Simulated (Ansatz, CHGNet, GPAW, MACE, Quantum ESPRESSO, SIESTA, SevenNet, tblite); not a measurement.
# SIESTA runs on random packing of B (63 atoms)

Wanted: SIESTA inputs and outputs for random packing of B (63 atoms), checked against a plane-wave reference.

Program: SIESTA 5.4.2. Level of theory: the method is named at each step. Results are calculated unless marked as measured.

**1. Set-up**

The cell holds 63 atoms: 63 B. Its edges and angles: a = 8.151 Å, b = 8.151 Å, c = 8.151 Å, α = 90.0°, β = 90.0°, γ = 90.0°. 63 atoms (63 B) packed at random in a cube at 2.09 g/cm³ and pushed apart as soft spheres; a start for melting by ab initio MD, not an equilibrated structure. Then every atom was moved at random, 0.05 Å r.m.s. a Cartesian component.

The yardstick, on the same geometry:

```
method                 : Kohn-Sham DFT, PBE, PAW, plane waves (Ansatz 0.2.0); cutoff 420 eV, Γ point, fermi-dirac smearing of 0.05 eV; PAW set soft_2
r.m.s. force component : 1.28 eV/Å
longest force          : 6.839 eV/Å
pressure               : -20.64 GPa
SCF cycles             : 8
time                   : 2.4 s on 4 threads of Arm Neoverse V2, shared host
CPU time               : 8.7 s
```

**2. PBE, DZP, shift 0.01 Ry, mesh 300 Ry**

Method: Kohn-Sham DFT, PBE, PseudoDojo 0.4.1 norm-conserving pseudopotentials (converted to PSML), numerical atomic orbitals (DZP), diagonalisation.

The .psml files are PseudoDojo norm-conserving potentials that we converted to this format, checked against plane waves on the same files for H, C, O, Si, Ge and Ca alone.

input.fdf

```
SystemLabel cell
NumberOfAtoms 63
NumberOfSpecies 1
%block ChemicalSpeciesLabel
  1 5 B
%endblock ChemicalSpeciesLabel
LatticeConstant 1.0 Ang
%block LatticeVectors
  8.15130 0.00000 0.00000
  0.00000 8.15130 0.00000
  0.00000 0.00000 8.15130
%endblock LatticeVectors
PAO.BasisSize DZP
PAO.EnergyShift 0.01 Ry
XC.Functional GGA
XC.Authors PBE
MeshCutoff 300 Ry
%block kgrid_Monkhorst_Pack
  1 0 0 0.0
  0 1 0 0.0
  0 0 1 0.0
%endblock kgrid_Monkhorst_Pack
SolutionMethod diagon
OccupationFunction FD
ElectronicTemperature 580 K
SCF.Mixer.Method Pulay
SCF.Mixer.Weight 0.05
SCF.Mixer.History 8
SCF.Mix Hamiltonian
MaxSCFIterations 300
SCF.DM.Tolerance 1e-04
SCF.H.Tolerance 1.0e-3 eV
WriteForces T
Write.HirshfeldPop T
Write.VoronoiPop T
Write.DM F
Write.H F
XML.Write F
AtomicCoordinatesFormat Fractional
%block AtomicCoordinatesAndAtomicSpecies
  0.73109 0.73282 0.58690 1
  0.15831 0.64449 0.89264 1
  0.58269 0.04567 0.77850 1
  0.97227 0.69455 0.99405 1
  0.79483 0.38864 0.76926 1
  0.50154 0.68364 0.56368 1
  0.17885 0.09372 0.06515 1
  0.05267 0.40224 0.49831 1
  0.78594 0.36410 0.00362 1
  0.73106 0.79747 0.08917 1
  0.38315 0.25156 0.39523 1
  0.24036 0.90913 0.66212 1
  0.91708 0.58041 0.66225 1
  0.18956 0.26831 0.24177 1
  0.48548 0.71304 0.08277 1
  0.01646 0.95680 0.03648 1
  0.91853 0.65563 0.48621 1
  0.63571 0.26449 0.72722 1
  0.71758 0.58398 0.09575 1
  0.51236 0.24082 0.95081 1
  0.31220 0.24834 0.78012 1
  0.36598 0.65018 0.86153 1
  0.01216 0.17160 0.21481 1
  0.73362 0.21491 0.47548 1
  0.12671 0.79501 0.51549 1
  0.55456 0.48212 0.19814 1
  0.38687 0.86329 0.92741 1
  0.86902 0.09947 0.96679 1
  0.58252 0.23260 0.26780 1
  0.82263 0.98103 0.61547 1
  0.69770 0.02123 0.41270 1
  0.36916 0.62700 0.31200 1
  0.10225 0.98501 0.38330 1
  0.01339 0.74064 0.72073 1
  0.23093 0.82581 0.32332 1
  0.58956 0.96241 0.20622 1
  0.19730 0.39246 0.96478 1
  0.90298 0.11580 0.47509 1
  0.97954 0.72442 0.21082 1
  0.57993 0.44750 0.58656 1
  0.73636 0.54883 0.48527 1
  0.81288 0.29301 0.23992 1
  0.24467 0.43932 0.38397 1
  0.36925 0.25211 0.12324 1
  0.89656 0.90957 0.78852 1
  0.65675 0.07848 0.00498 1
  0.25700 0.75253 0.06669 1
  0.63079 0.76580 0.86672 1
  0.45337 0.00727 0.47953 1
  0.46893 0.23679 0.63219 1
  0.84247 0.56438 0.91690 1
  0.24415 0.10916 0.49887 1
  0.15511 0.57480 0.09034 1
  0.71821 0.75669 0.36253 1
  0.29071 0.61886 0.54112 1
  0.31483 0.96621 0.17654 1
[... 3 atom lines left out ...]
  0.08977 0.21440 0.62938 1
  0.00778 0.51667 0.19640 1
  0.85895 0.03394 0.25613 1
  0.43909 0.85633 0.67574 1
%endblock AtomicCoordinatesAndAtomicSpecies
```

The run is started by

```
$ OMP_NUM_THREADS=1 mpirun -np 2 siesta < input.fdf > output.txt
```

The program printed:

```text
Version         : 5.4.2
reinit: System Name:
reinit: System Label: cell
initatom: Reading input for the pseudopotentials and atomic orbitals ----------
Species number:   1 Atomic number:    5 Label: B
Ground state valence configuration (from tables):   2s02  2p01  3d00  4f00
---- Processing specs for species: B
GGA--PBE XC_GGA_X_PBE--XC_GGA_C_PBE pb
B pseudopotential only contains V_ls up to l=1 -- lmxkb reset.
Using PAO.SplitTailNorm
%block ChemicalSpeciesLabel
    1    5 B                       # Species index, atomic number, species label
%endblock ChemicalSpeciesLabel
%block PAO.Basis                 # Define Basis set
B                     2                    # Species label, number of l-shells
 n=2   0   2                         # n, l, Nzeta
   5.254      3.670
   1.000      1.000
 n=2   1   2 P   1                   # n, l, Nzeta, Polarization, NzetaPol
   6.393      4.475
   1.000      1.000
%endblock PAO.Basis
coor:   Atomic-coordinates input format  =     Fractional
siesta: System type = bulk
initatomlists: Number of atoms, orbitals, and projectors:     63   819   504
siesta: ******************** Simulation parameters ****************************
Total number of electrons:   189.000000
Total ionic charge:   189.000000
 Kpoints in:            1 . Kpoints trimmed:            1
siesta: k-grid: Number of k-points = 1
siesta: k-points from Monkhorst-Pack grid
siesta: k-cutoff (effective) =     4.076 Ang
siesta: k-point supercell and displacements
siesta: k-grid:     1     0     0      0.000
siesta: k-grid:     0     1     0      0.000
siesta: k-grid:     0     0     1      0.000
                     ====================================
                        Single-point calculation
                     ====================================
outcell: Unit cell vectors (Ang):
        8.151300    0.000000    0.000000
        0.000000    8.151300    0.000000
        0.000000    0.000000    8.151300
outcell: Cell vector modules (Ang)   :    8.151300    8.151300    8.151300
outcell: Cell angles (23,13,12) (deg):     90.0000     90.0000     90.0000
outcell: Cell volume (Ang**3)        :    541.6025
Gamma-point calculation with multiply-connected orbital pairs
Gamma-point calculation with multiply-connected orbital pairs
Folding of H and S implicitly performed
Folding of H and S implicitly performed
new_DM -- step:     1
Initializing Density Matrix...
Attempting to read DM from file... Failed...
DM filled with atomic data:
InitMesh: MESH = 90 x 90 x 90 = 729000
InitMesh: Mesh cutoff (required, used) =   300.000   336.925 Ry
stepf: Fermi-Dirac step function
        iscf     Eharris(eV)        E_KS(eV)     FreeEng(eV)     dDmax    Ef(eV) dHmax(eV)
   scf:    1    -4785.426556    -4939.770661    -4939.985968  1.844046 -5.296059  6.811958
   scf:    2    -4952.160751    -4946.763841    -4946.992519  0.013680 -5.268989  4.158804
   scf:    3    -4953.876975    -4951.422730    -4951.686435  0.019594 -5.231538  1.728170
   scf:    4    -4954.369525    -4953.211084    -4953.497832  0.024123 -5.194311  0.810430
   scf:    5    -4953.924419    -4953.614198    -4953.909677  0.009198 -5.174989  0.622695
   scf:    6    -4953.991694    -4953.835099    -4954.135867  0.007548 -5.155180  0.361684
   scf:    7    -4953.976773    -4953.915359    -4954.217604  0.005321 -5.139840  0.210017
   scf:    8    -4953.985152    -4953.952419    -4954.253918  0.003513 -5.130169  0.139566
   scf:    9    -4954.002847    -4953.981139    -4954.280888  0.003942 -5.118865  0.073406
   scf:   10    -4953.989393    -4953.985646    -4954.285114  0.001116 -5.115705  0.049599
   scf:   11    -4953.990219    -4953.988196    -4954.287677  0.000798 -5.113514  0.022163
   scf:   12    -4953.989129    -4953.988688    -4954.288166  0.000260 -5.113061  0.018148
[...]
scf:   16    -4953.989043    -4953.989029    -4954.288794  0.000067 -5.112435  0.003741
   scf:   17    -4953.989005    -4953.989019    -4954.288819  0.000105 -5.112504  0.002828
   scf:   18    -4953.989004    -4953.989011    -4954.288824  0.000041 -5.112569  0.001705
   scf:   19    -4953.989011    -4953.989012    -4954.288828  0.000049 -5.112677  0.001209
   scf:   20    -4953.989020    -4953.989016    -4954.288830  0.000032 -5.112733  0.000788
SCF Convergence by DM+H criterion
max |DM_out - DM_in|         :     0.0000321059
max |H_out - H_in|      (eV) :     0.0007878891
SCF cycle converged after 20 iterations
Using DM_out to compute the final energy and forces
siesta: E_KS(eV) =            -4953.9890
siesta: E_KS - E_eggbox =     -4953.9890
siesta: Atomic forces (eV/Ang):
     1   -0.741527    3.367205    1.255886
     2    0.432086    0.058638   -1.564429
     3   -0.237086   -0.065959    0.217187
     4    2.082332    1.314271   -0.872885
     5    1.203755    1.605077   -0.270700
     6    0.962622   -1.815104    0.124936
     7    0.692545    0.293038   -0.590858
     8   -0.357534    0.101562    1.092146
     9   -2.222036    0.321729    1.157553
    10   -3.123810    0.541930    1.090178
    11    0.115780    0.204618   -0.851728
    12   -1.304952    1.431319   -0.826534
[...]
59    1.585775    0.049376    0.188719
    60    0.077475   -0.378739    0.525841
    61   -3.441294   -1.692221    2.667888
    62    1.059556   -0.119224    0.613886
    63    0.910218    0.959606    2.081340
----------------------------------------
   Tot   -0.002527    0.003675   -0.001627
----------------------------------------
   Max    5.986894
   Res    1.387877    sqrt( Sum f_i^2 / 3N )
----------------------------------------
   Max    5.986894    constrained
Stress tensor Voigt[x,y,z,yz,xz,xy] (kbar):      141.48      186.81      232.30      -20.74      -24.27      -27.70
(Free)E + p*V (eV/cell)    -5017.4560
Target enthalpy (eV/cell)    -4954.2888
siesta: Program's energy decomposition (eV):
siesta: Ebs     =     -2168.921389
siesta: Eions   =      9836.359946
siesta: Ena     =      3609.219582
siesta: Ekin    =      3080.555533
siesta: Enl     =       183.441830
siesta: DEna    =        -8.943888
siesta: DUscf   =         7.691955
siesta: Ex      =     -1748.067269
siesta: Ec      =      -241.526812
siesta: Exc     =     -1989.594081
siesta: Eharris =     -4953.989020
siesta: Etot    =     -4953.989016
siesta: FreeEng =     -4954.288830
siesta: Final energy (eV):
siesta:  Band Struct. =   -2168.921389
siesta:       Kinetic =    3080.555533
siesta:       Hartree =     393.185078
siesta:         Exch. =   -1748.067269
siesta:         Corr. =    -241.526812
siesta:   Exch.-corr. =   -1989.594081
siesta:  Ion-electron =   -3691.767128
siesta:       Ion-ion =   -2746.368418
siesta:         Total =   -4953.989016
siesta:         Fermi =      -5.112733
siesta: Stress tensor (static) (eV/Ang**3):
siesta:     0.088303   -0.017290   -0.015149
siesta:    -0.017291    0.116600   -0.012944
siesta:    -0.015148   -0.012945    0.144988
siesta: Cell volume =        541.602464 Ang**3
siesta: Pressure (static):
siesta:                Solid            Molecule  Units
siesta:          -0.00127026         -0.00119391  Ry/Bohr**3
siesta:          -0.11663009         -0.10961952  eV/Ang**3
siesta:        -186.86200470       -175.62983739  kBar
    Orbital volume contribution        =          39.380616 eV
    (Free)E + p_basis*V_orbitals       =       -4914.908214 eV
    (Free)Eharris+ p_basis*V_orbitals  =       -4914.908219 eV
Hirshfeld Atomic Populations:
Atom #   charge [q] valence [e]  Species
     1     0.025652    2.974348  B
     2    -0.021027    3.021027  B
     3     0.054469    2.945531  B
     4    -0.006638    3.006638  B
     5    -0.008123    3.008123  B
     6    -0.020884    3.020884  B
     7    -0.025028    3.025028  B
     8     0.069052    2.930948  B
     9     0.006927    2.993073  B
    10     0.015737    2.984263  B
    11    -0.002508    3.002508  B
    12     0.015007    2.984993  B
[...]
--------------------
 Total    -0.000001
Voronoi Atomic Populations:
Atom #   charge [q] valence [e]  Species
[...]
59     0.022344    2.977656  B
    60    -0.045338    3.045338  B
    61     0.020475    2.979525  B
    62     0.029477    2.970523  B
    63    -0.068850    3.068850  B
--------------------
 Total    -0.000001
```

Wall time 3.3 min (2 MPI ranks of Arm Neoverse V2, shared host); peak memory 1.2 GiB; 6.6 min of CPU time.

Banners, paths, timers and routine set-up lines are dropped from the logs unmarked, and long logs keep their key lines alone; longer cuts are marked.

Numbers from this run, and their distance from the reference:

```yaml
r_m_s_force_component: 1.388 eV/Å
r_m_s_difference_of_force_components: 183 meV/Å
longest_difference_of_force_vectors: 706.8 meV/Å
force_difference_over_r_m_s_force: 14.3 %
slope_of_forces_against_the_reference_s: 1.078
correlation_of_force_components: 0.9939
pressure: -18.69 GPa
pressure_difference: 1.951 GPa
```

The surroundings of B39, picked at random, nearest first, numbered as they follow in the input and with coordinates relative to it.

```
atom      x      y      z  distance (Å)  Hirshfeld charge (e)     Fx     Fy  Fz (eV/Å)
 B39   0.00   0.00   0.00          0.00                  0.01  -1.01   1.15       1.04
 B61   0.23  -1.69  -0.12          1.71                  0.01  -3.44  -1.69       2.67
  B4  -0.06  -0.24  -1.77          1.78                 -0.01   2.08   1.31      -0.87
 B53   1.43  -1.22  -0.98          2.12                 -0.06   2.12   0.40      -1.15
 B10  -2.03   0.60  -0.99          2.33                  0.02  -3.12   0.54       1.09
 B17  -0.50  -0.56   2.24          2.37                  0.00   1.23   2.35      -4.44
 B16   0.30   1.89  -1.42          2.39                  0.03  -1.12   0.43      -0.44
 B35   2.05   0.83   0.92          2.39                 -0.01   0.42  -0.65      -1.73
 B54  -2.13   0.26   1.24          2.48                  0.06   0.90  -0.27      -0.67
 B47   2.26   0.23  -1.17          2.56                  0.01   2.71   1.63       1.50
 B19  -2.14  -1.14  -0.94          2.60                 -0.04  -2.61  -1.59       0.87
```

Forces lie 14 % from the reference's, at 45 times its CPU time (on 2 against 4 cores).

**3. PBE, SZP, shift 0.01 Ry, mesh 300 Ry**

Method: Kohn-Sham DFT, PBE, PseudoDojo 0.4.1 norm-conserving pseudopotentials (converted to PSML), numerical atomic orbitals (SZP), diagonalisation.

Changes to input.fdf since step 2:

```diff
@@ -12,3 +12,3 @@
 %endblock LatticeVectors
-PAO.BasisSize DZP
+PAO.BasisSize SZP
 PAO.EnergyShift 0.01 Ry
```

The run is started by

```
$ OMP_NUM_THREADS=1 siesta < input.fdf > output.txt
```

The program printed:

```text
Version         : 5.4.2
reinit: System Name:
reinit: System Label: cell
initatom: Reading input for the pseudopotentials and atomic orbitals ----------
Species number:   1 Atomic number:    5 Label: B
Ground state valence configuration (from tables):   2s02  2p01  3d00  4f00
---- Processing specs for species: B
GGA--PBE XC_GGA_X_PBE--XC_GGA_C_PBE pb
B pseudopotential only contains V_ls up to l=1 -- lmxkb reset.
Using PAO.SplitTailNorm
%block ChemicalSpeciesLabel
    1    5 B                       # Species index, atomic number, species label
[... lines left out ...]
stepf: Fermi-Dirac step function
        iscf     Eharris(eV)        E_KS(eV)     FreeEng(eV)     dDmax    Ef(eV) dHmax(eV)
[... lines left out ...]
SCF Convergence by DM+H criterion
[... lines left out ...]
SCF cycle converged after 20 iterations
[... lines left out ...]
   Max    6.966097
[... lines left out ...]
   Max    6.966097    constrained
Stress tensor Voigt[x,y,z,yz,xz,xy] (kbar):       32.14       90.44      131.97      -13.71      -23.73      -31.46
[... lines left out ...]
siesta: FreeEng =     -4923.790850
[... lines left out ...]
siesta:       Kinetic =    2904.672772
siesta:       Hartree =     357.437006
siesta:         Exch. =   -1728.959749
siesta:         Corr. =    -244.590471
siesta:   Exch.-corr. =   -1973.550221
siesta:  Ion-electron =   -3465.684018
siesta:       Ion-ion =   -2746.368418
siesta:         Total =   -4923.492878
siesta:         Fermi =      -5.246722
siesta: Stress tensor (static) (eV/Ang**3):
siesta:     0.020057   -0.019638   -0.014813
siesta:    -0.019638    0.056446   -0.008558
siesta:    -0.014812   -0.008559    0.082371
siesta: Cell volume =        541.602464 Ang**3
siesta: Pressure (static):
siesta:                Solid            Molecule  Units
siesta:          -0.00057679         -0.00052908  Ry/Bohr**3
siesta:          -0.05295831         -0.04857773  eV/Ang**3
siesta:         -84.84856300        -77.83010087  kBar
    Orbital volume contribution        =          32.592526 eV
    (Free)E + p_basis*V_orbitals       =       -4891.198324 eV
    (Free)Eharris+ p_basis*V_orbitals  =       -4891.198335 eV
Hirshfeld Atomic Populations:
Atom #   charge [q] valence [e]  Species
     1     0.025102    2.974898  B
     2    -0.021890    3.021890  B
     3     0.055365    2.944635  B
[...]
--------------------
 Total    -0.000005
Voronoi Atomic Populations:
Atom #   charge [q] valence [e]  Species
[...]
62     0.028672    2.971328  B
    63    -0.063404    3.063404  B
--------------------
 Total    -0.000005
```

Elapsed: 4.9 min, on 1 thread; peak memory 0.88 GiB.

Numbers from this run, and their distance from the reference:

* r.m.s. force component: 1.652 eV/Å
* r.m.s. difference of force components: 642.1 meV/Å
* longest difference of force vectors: 2322 meV/Å
* force difference over r.m.s. force: 50.18 %
* slope of forces against the reference's: 1.207
* correlation of force components: 0.9353
* pressure: -8.485 GPa
* pressure difference: 12.15 GPa

This is a coarse setting, run to see what it loses.

Against the first run (14 %), the force difference from the reference is 50 %, at 0.74 times the CPU time (on 1 against 2 cores), with 567 basis functions against 819: the smaller basis costs accuracy.

**4. PBE, DZP, shift 0.002 Ry, mesh 300 Ry**

Method: Kohn-Sham DFT, PBE, PseudoDojo 0.4.1 norm-conserving pseudopotentials (converted to PSML), numerical atomic orbitals (DZP), diagonalisation.

Changes to input.fdf since step 3:

```diff
@@ -12,4 +12,4 @@
 %endblock LatticeVectors
-PAO.BasisSize SZP
-PAO.EnergyShift 0.01 Ry
+PAO.BasisSize DZP
+PAO.EnergyShift 0.002 Ry
 XC.Functional GGA
```

The run is started by

```
$ OMP_NUM_THREADS=1 mpirun -np 2 siesta < input.fdf > output.txt
```

The program printed:

```text
Version         : 5.4.2
reinit: System Name:
reinit: System Label: cell
initatom: Reading input for the pseudopotentials and atomic orbitals ----------
Species number:   1 Atomic number:    5 Label: B
Ground state valence configuration (from tables):   2s02  2p01  3d00  4f00
---- Processing specs for species: B
GGA--PBE XC_GGA_X_PBE--XC_GGA_C_PBE pb
[... lines left out ...]
        iscf     Eharris(eV)        E_KS(eV)     FreeEng(eV)     dDmax    Ef(eV) dHmax(eV)
[... lines left out ...]
SCF Convergence by DM+H criterion
[... lines left out ...]
SCF cycle converged after 21 iterations
[... lines left out ...]
   Max    5.939194
[... lines left out ...]
   Max    5.939194    constrained
Stress tensor Voigt[x,y,z,yz,xz,xy] (kbar):      136.74      181.64      227.10      -20.42      -25.17      -27.46
[... lines left out ...]
siesta: FreeEng =     -4954.286464
[... lines left out ...]
siesta:         Fermi =      -6.577990
[... lines left out ...]
siesta:    -0.017138    0.113368   -0.012747
siesta:    -0.015709   -0.012747    0.141745
siesta: Cell volume =        541.602464 Ang**3
siesta: Pressure (static):
siesta:                Solid            Molecule  Units
siesta:          -0.00123601         -0.00116123  Ry/Bohr**3
siesta:          -0.11348565         -0.10661894  eV/Ang**3
siesta:        -181.82404941       -170.82237726  kBar
    Orbital volume contribution        =          71.595122 eV
    (Free)E + p_basis*V_orbitals       =       -4882.691342 eV
    (Free)Eharris+ p_basis*V_orbitals  =       -4882.691344 eV
Hirshfeld Atomic Populations:
Atom #   charge [q] valence [e]  Species
     1     0.019477    2.980523  B
     2    -0.025134    3.025134  B
     3     0.058701    2.941299  B
[...]
--------------------
 Total    -0.000004
Voronoi Atomic Populations:
Atom #   charge [q] valence [e]  Species
[...]
62     0.030838    2.969162  B
    63    -0.082414    3.082414  B
--------------------
 Total    -0.000004
```

Wall time 10 min (2 MPI ranks); peak memory 1.8 GiB.

Against the reference:

```yaml
r_m_s_force_component: 1.38 eV/Å
r_m_s_difference_of_force_components: 197.8 meV/Å
longest_difference_of_force_vectors: 699.9 meV/Å
force_difference_over_r_m_s_force: 15.46 %
slope_of_forces_against_the_reference_s: 1.069
correlation_of_force_components: 0.9918
pressure: -18.18 GPa
pressure_difference: 2.454 GPa
```

Against the first run (14 %), the force difference from the reference is 15 %, at 3.2 times the CPU time.

[end of part 1 of 2]

[Also dropped from logs without a mark: logging warnings of Python, and SIESTA's first energy breakdown and zero terms.]

[Logs are printed without paths, hosts, clocks, repeated set-up lines and the standing remarks that a program may print on its own settings, such as how far it seeks lower states.]

[Hosts, paths, dates, database ids (printed as entryN), source tags and the programs' standing remarks are cut or masked in the printed files.]
